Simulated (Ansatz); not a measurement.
System: BaNaLaWO6 (F-43m).

```
Na Ba La W O
1.0
     0.00000    4.32374    4.32374
     4.32374    0.00000    4.32374
     4.32374    4.32374    0.00000
Na Ba La W O
1 1 1 1 6
Direct
  0.75000 0.75000 0.75000
  0.25000 0.25000 0.25000
  0.00000 0.00000 0.00000
  0.50000 0.50000 0.50000
  0.72448 0.27552 0.27552
  0.27552 0.72448 0.72448
  0.72448 0.72448 0.27552
  0.27552 0.27552 0.72448
  0.27552 0.72448 0.27552
  0.72448 0.27552 0.72448
```

The cell is the Materials Project's (PBE, PBE+U or r2SCAN) relaxed one; the ions were relaxed with PBE or PBE+U in the database cell. Spin-orbit coupling is left out unless a run names it.

Gaps computed with Ansatz 0.2.0 without a self-energy: PBE 2.52 eV, PBE+SOC 2.51 eV, r2SCAN 2.89 eV, HSE06 3.83 eV and PBE0 4.58 eV. The mean ε∞ by PBE perturbation theory is 4.59.

Estimate the G0W0@PBE gap with 4×4×4 mesh, 886 empty bands, screening to 180 eV, PAW set soft_1 files.

About 3.74 eV: on its mesh the run moves the gap from 2.52 eV by +1.22 eV. Among the scalar-relativistic levels given, HSE06 is nearest (+0.09 eV). One-shot corrections scale roughly with one over ε∞, here 0.22. Bands and cutoff are finite, so the gap is not at the basis limit. The miss can reach some tenths of an eV and take either sign; the mesh is an error of its own. Empty 4f levels lie among the conduction bands. Their place in the start is unsure; it enters the screening, and the edge itself where they lie low. The many-body steps are scalar-relativistic: spin-orbit coupling is not in them.

[Paths, hosts, dates, memory and timing lines, banners, echoed tables and standing remarks are left out of the program output.]

[Logs are printed without paths, hosts, clocks, repeated set-up lines and the standing remarks that a program may print on its own settings, such as how far it seeks lower states.]

[Runs of the session that timed out or met a known fault of the program may be left out.]

[Cells called generated may have been cut or substituted from an entry of the Crystallography Open Database or the Materials Project.]

[Hosts, paths, dates, database ids (printed as entryN), source tags and the programs' standing remarks are cut or masked in the printed files.]
